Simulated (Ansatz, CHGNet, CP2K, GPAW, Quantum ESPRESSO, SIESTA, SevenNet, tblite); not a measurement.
## Quantum ESPRESSO runs on random packing of 26Ag2S-74GeS2 (mol %) (81 atoms)

How near does Quantum ESPRESSO come to plane waves for random packing of 26Ag2S-74GeS2 (mol %) (81 atoms)?

Program: Quantum ESPRESSO 7.5. Level of theory: the method is named at each step. Results are calculated unless marked as measured.

### 1. Set-up

The cell holds 81 atoms: 14 Ag, 47 S and 20 Ge. Cell: a = 12.404 Å, b = 12.404 Å, c = 12.404 Å, α = 90.0°, β = 90.0°, γ = 90.0°. 81 atoms (14 Ag, 47 S, 20 Ge) packed at random in a cube at 3.89 g/cm³ and pushed apart as soft spheres, cations and anions kept from their own kind; a start for melting by ab initio MD, not an equilibrated structure. Then every atom was moved at random, 0.03 Å r.m.s. a Cartesian component.

The yardstick, on the same geometry:

```
method                 : Kohn-Sham DFT, PBE, PAW, plane waves (Ansatz 0.2.0); cutoff 420 eV, Γ point, fermi-dirac smearing of 0.05 eV; PAW set soft_2
r.m.s. force component : 0.7391 eV/Å
longest force          : 3.129 eV/Å
pressure               : -0.6663 GPa
SCF cycles             : 11
time                   : 24 s on 8 threads of Arm Neoverse V1, shared host
CPU time               : 3 min
```

### 2. PBE, sssp-1.3.0-efficiency, 45/360 Ry

Method: Kohn-Sham DFT, PBE, SSSP efficiency 1.3.0 pseudopotentials, plane waves.

The input, pw.in:

```
&control
  calculation = 'scf'
  pseudo_dir = './pseudo'
  outdir = './tmp'
  disk_io = 'none'
  tprnfor = .true.
  tstress = .true.
/
&system
  ibrav = 0
  nat = 81
  ntyp = 3
  ecutwfc = 45
  ecutrho = 360
  nosym = .true.
  occupations = 'smearing'
  smearing = 'fd'
  degauss = 0.003675
/
&electrons
  conv_thr = 4.0e-07
  electron_maxstep = 100
  mixing_beta = 0.4
  mixing_mode = 'plain'
  diagonalization = 'david'
/
ATOMIC_SPECIES
Ag 107.868 Ag.upf
S 32.060 S.upf
Ge 72.630 Ge.upf
CELL_PARAMETERS angstrom
12.40390 0.00000 0.00000
0.00000 12.40390 0.00000
0.00000 0.00000 12.40390
ATOMIC_POSITIONS crystal
Ag 0.56955 0.35351 0.20987
Ag 0.23207 0.91687 0.10147
Ag 0.73739 0.93053 0.11540
Ag 0.66758 0.71750 0.24727
Ag 0.91867 0.78898 0.68631
Ag 0.98339 0.92347 0.99713
Ag 0.40336 0.89021 0.45828
Ag 0.86555 0.69314 0.97578
Ag 0.42560 0.79971 0.70706
Ag 0.43709 0.15292 0.68766
Ag 0.06548 0.13027 0.18578
Ag 0.75864 0.96768 0.39205
Ag 0.27899 0.07476 0.33068
Ag 0.13722 0.74536 0.45768
S 0.90012 0.04459 0.13050
S 0.05233 0.64015 0.22460
S 0.85910 0.18218 0.80721
S 0.02623 0.95244 0.66543
S 0.30140 0.40550 0.52127
S 0.82320 0.49601 0.19337
S 0.59880 0.43300 0.03321
S 0.15178 0.75362 0.01623
S 0.58170 0.02103 0.04171
S 0.02129 0.35998 0.71878
S 0.34159 0.26725 0.31946
S 0.80825 0.81906 0.52626
S 0.56165 0.02194 0.77907
S 0.74426 0.34900 0.39268
S 0.13081 0.06083 0.00938
S 0.40291 0.40276 0.77219
S 0.80040 0.92850 0.78401
S 0.49528 0.22130 0.51891
S 0.82622 0.59495 0.74442
S 0.88669 0.15168 0.54929
S 0.46685 0.71283 0.39884
S 0.19428 0.17144 0.52456
S 0.91514 0.49788 0.52601
S 0.42842 0.25824 0.98154
S 0.84760 0.79889 0.21758
S 0.31027 0.67410 0.60990
S 0.11397 0.71676 0.76378
S 0.22196 0.20302 0.78380
S 0.01024 0.30413 0.38211
S 0.49862 0.76684 0.88742
S 0.62118 0.99323 0.53225
S 0.69231 0.15863 0.23272
S 0.51087 0.95275 0.30204
S 0.64737 0.31650 0.75846
S 0.68232 0.68617 0.04900
S 0.42910 0.74508 0.14181
S 0.58646 0.62061 0.63843
S 0.72262 0.60811 0.40248
S 0.14731 0.39826 0.93959
S 0.88926 0.37828 0.96887
S 0.51111 0.44970 0.37691
S 0.27911 0.93932 0.60762
[... 21 atom lines left out ...]
Ge 0.59713 0.20138 0.00621
Ge 0.31807 0.66788 0.28330
Ge 0.99903 0.55181 0.75053
Ge 0.64804 0.46822 0.52835
K_POINTS gamma
```

The run is started by

```console
OMP_NUM_THREADS=1 mpirun -np 4 pw.x -in pw.in > output.txt
```

Log:

```text
Program PWSCF
     gamma-point specific algorithms are used
     one sub-group per band group will be used
     scalapack distributed-memory algorithm (size of sub-group:  2*  2 procs)
     Parallelization info
     sticks:   dense  smooth     PW     G-vecs:    dense   smooth      PW
     Min        3933    1966    491               371414   131346   16424
     Max        3936    1968    494               371420   131351   16426
     Sum       15737    7869   1969              1485669   525393   65699
     bravais-lattice index     =            0
     lattice parameter (alat)  =      23.4400  a.u.
     unit-cell volume          =   12878.6805 (a.u.)^3
     number of atoms/cell      =           81
     number of atomic types    =            3
     number of electrons       =       828.00
     number of Kohn-Sham states=          497
     kinetic-energy cutoff     =      45.0000  Ry
     charge density cutoff     =     360.0000  Ry
     scf convergence threshold =      4.0E-07
     mixing beta               =       0.4000
     number of iterations used =            8  plain     mixing
     Exchange-correlation=  SLA  PW   PBX  PBC
                           (   1   4   3   4   0   0   0)
     crystal axes: (cart. coord. in units of alat)
               a(1) = (   1.000000   0.000000   0.000000 )
               a(2) = (   0.000000   1.000000   0.000000 )
               a(3) = (   0.000000   0.000000   1.000000 )
     reciprocal axes: (cart. coord. in units 2 pi/alat)
               b(1) = (  1.000000  0.000000  0.000000 )
               b(2) = (  0.000000  1.000000  0.000000 )
               b(3) = (  0.000000  0.000000  1.000000 )
     PseudoPot. # 1 for Ag:
     Pseudo is Norm-conserving, Zval = 19.0
     PseudoPot. # 2 for S :
     Pseudo is Ultrasoft + core correction, Zval =  6.0
     PseudoPot. # 3 for Ge:
     Pseudo is Ultrasoft + core correction, Zval = 14.0
     atomic species   valence    mass     pseudopotential
     Ag               19.00   107.86800     Ag( 1.00)
     S                 6.00    32.06000     S ( 1.00)
     Ge               14.00    72.63000     Ge( 1.00)
     No symmetry found
   Cartesian axes
     number of k points=     1  Fermi-Dirac smearing, width (Ry)=  0.0037
                       cart. coord. in units 2pi/alat
        k(    1) = (   0.0000000   0.0000000   0.0000000), wk =   2.0000000
     Dense  grid:   742835 G-vectors     FFT dimensions: ( 144, 144, 144)
     Smooth grid:   262697 G-vectors     FFT dimensions: ( 108, 108, 108)
     Initial potential from superposition of free atoms
     starting charge     827.9767, renormalised to     828.0000
     Starting wfcs are  508 randomized atomic wfcs
     Self-consistent Calculation
     iteration #  1     ecut=    45.00 Ry     beta= 0.40
     Threshold (ethr) on eigenvalues was too large:
     Diagonalizing with lowered threshold
     total energy              =   -9423.46229888 Ry
     estimated scf accuracy    <       5.53848898 Ry
     iteration #  2     ecut=    45.00 Ry     beta= 0.40
     total energy              =   -9421.08799643 Ry
     estimated scf accuracy    <      45.85945193 Ry
     iteration #  3     ecut=    45.00 Ry     beta= 0.40
     total energy              =   -9424.02825186 Ry
     estimated scf accuracy    <      22.23653111 Ry
     iteration #  4     ecut=    45.00 Ry     beta= 0.40
     total energy              =   -9425.01515289 Ry
     estimated scf accuracy    <       5.07154186 Ry
     iteration #  5     ecut=    45.00 Ry     beta= 0.40
     total energy              =   -9425.20019456 Ry
     estimated scf accuracy    <       2.49172695 Ry
     iteration #  6     ecut=    45.00 Ry     beta= 0.40
     total energy              =   -9425.28050108 Ry
     estimated scf accuracy    <       1.70587918 Ry
[...]
total energy              =   -9425.38424214 Ry
[...]
iteration # 45     ecut=    45.00 Ry     beta= 0.40
     total energy              =   -9425.38424219 Ry
     estimated scf accuracy    <       0.00000048 Ry
     iteration # 46     ecut=    45.00 Ry     beta= 0.40
     total energy              =   -9425.38424220 Ry
     estimated scf accuracy    <       0.00000046 Ry
     iteration # 47     ecut=    45.00 Ry     beta= 0.40
     End of self-consistent calculation
          k = 0.0000 0.0000 0.0000 ( 32850 PWs)   bands (ev):
   -86.2349 -85.7733 -85.6192 -85.6117 -85.4975 -85.4855 -85.4798 -85.3940
   -85.3759 -85.3498 -85.2151 -85.1379 -85.1023 -85.0398 -49.7848 -49.7103
   -49.5534 -49.2955 -49.2336 -49.1701 -49.1552 -49.1205 -49.0515 -49.0457
   -49.0425 -49.0010 -48.9942 -48.9873 -48.9665 -48.9574 -48.9494 -48.9410
   -48.8992 -48.8956 -48.8893 -48.8858 -48.8713 -48.8562 -48.8434 -48.8406
   -48.8345 -48.7613 -48.7592 -48.7495 -48.7094 -48.6952 -48.6743 -48.5874
[...]
9.9688  10.0184  10.0705  10.0993  10.1255  10.2541  10.3034  10.4210
    10.5288  10.6278  10.6410  10.6859  10.7870  10.9410  10.9896  11.0225
    11.0734  11.1488  11.1549  11.2902  11.2978  11.3260  11.3943  11.5087
    11.5597
     the Fermi energy is     6.0548 ev
!    total energy              =   -9425.38424198 Ry
     estimated scf accuracy    <       0.00000028 Ry
     smearing contrib. (-TS)   =      -0.04213034 Ry
     internal energy E=F+TS    =   -9425.34211164 Ry
     The total energy is F=E-TS. E is the sum of the following terms:
     one-electron contribution =   -6977.28640728 Ry
     hartree contribution      =    3890.26409364 Ry
     xc contribution           =   -1936.25071476 Ry
     ewald contribution        =   -4402.06908325 Ry
     convergence has been achieved in  47 iterations
     Forces acting on atoms (cartesian axes, Ry/au):
     atom    1 type  1   force =     0.00476734    0.00693370    0.00358907
     atom    2 type  1   force =     0.00612929   -0.00877731   -0.00935858
     atom    3 type  1   force =    -0.01344535   -0.01098077   -0.00300593
     atom    4 type  1   force =    -0.03007261   -0.00100443   -0.01012267
     atom    5 type  1   force =     0.02639670   -0.00852300    0.02356870
     atom    6 type  1   force =    -0.00676000   -0.02749503   -0.02117156
[...]
atom   79 type  3   force =     0.05485722    0.01183394   -0.04214805
     atom   80 type  3   force =     0.06402342    0.01499688   -0.01316645
     atom   81 type  3   force =     0.01320239   -0.01574855   -0.03888893
     Total force =     0.447738     Total SCF correction =     0.002493
     Computing stress (Cartesian axis) and pressure
          total   stress  (Ry/bohr**3)                   (kbar)     P=       -9.21
   0.00001233   0.00003083  -0.00007603            1.81        4.54      -11.18
   0.00003083  -0.00011925  -0.00000297            4.54      -17.54       -0.44
  -0.00007603  -0.00000297  -0.00008091          -11.18       -0.44      -11.90
     Message from routine punch:
     Nothing written, as per user request (disk_io='none')
```

Run time: 19 min. Hardware: 4 MPI ranks of Arm Neoverse V1, shared host; peak memory 5.2 GiB; 75 min of CPU time.

Banners, paths, timers and routine set-up lines are dropped from the logs unmarked, and long logs keep their key lines alone; longer cuts are marked.

Compared with the plane-wave run:

| Property | Result |
| --- | --- |
| r.m.s. force component | 0.7385 eV/Å |
| r.m.s. difference of force components | 10.9 meV/Å |
| longest difference of force vectors | 46.75 meV/Å |
| force difference over r.m.s. force | 1.475 % |
| slope of forces against the reference's | 0.9991 |
| correlation of force components | 0.9999 |
| pressure | -0.921 GPa |
| pressure difference | -0.2547 GPa |

Length of the force difference by element (eV/Å):

```
element  atoms   mean   most
     Ag     14  0.018  0.029
     Ge     20  0.012  0.025
      S     47  0.017  0.047
```

Local excerpt of 9 atoms (numbers count through the whole input) about Ge77, picked at random; x, y, z are measured from there.

```
atom      x      y      z  distance (Å)  bonds     Fx     Fy  Fz (eV/Å)
Ge77   0.00   0.00   0.00          0.00      2   0.81   0.75       0.96
 S39  -1.94  -1.07  -0.32          2.24      3  -0.47  -0.23       0.03
 S57   0.75   1.16   2.00          2.43      1  -0.27  -0.41      -1.05
 S15  -1.29   1.97  -1.40          2.74      3  -0.38   0.29       0.05
 S58   2.72  -0.77   0.37          2.85      3  -0.47   0.09       1.28
 Ag6  -0.26   0.47  -3.06          3.10      2  -0.17  -0.71      -0.54
 S16   0.60  -3.04  -0.24          3.11      0   0.11  -0.42       0.47
Ag11   0.76   3.04  -0.72          3.21      2   0.48   0.62       0.81
 Ag2   2.83   0.39  -1.76          3.35      4   0.16  -0.23      -0.24
```

Forces lie 1.5 % from the reference's, at 25 times its CPU time (on 4 against 8 cores).

### 3. Summary of results

```yaml
force_difference_from_the_reference: QE PBE, sssp-1.3.0-efficiency, 45/360 Ry, 1.5 %
its_cpu_time: 75 min
```

In words: PBE on plane waves or a grid with other potentials, cutoffs or grids differs from the reference by 1.5 % (QE PBE, sssp-1.3.0-efficiency, 45/360 Ry) of the r.m.s. force; this holds the reference's own error, so differences of a few per cent don't tell which side is nearer the exact PBE result (QE's 45 Ry are 612 eV, against the reference's 420 eV). The electronic-structure runs sample only Γ, in a cell whose shortest periodic width is 12 Å, which is coarse for a cell with partly filled levels.

[Also dropped from logs without a mark: logging warnings of Python, and SIESTA's first energy breakdown and zero terms.]

[Logs are printed without paths, hosts, clocks, repeated set-up lines and the standing remarks that a program may print on its own settings, such as how far it seeks lower states.]

[Hosts, paths, dates, database ids (printed as entryN), source tags and the programs' standing remarks are cut or masked in the printed files.]
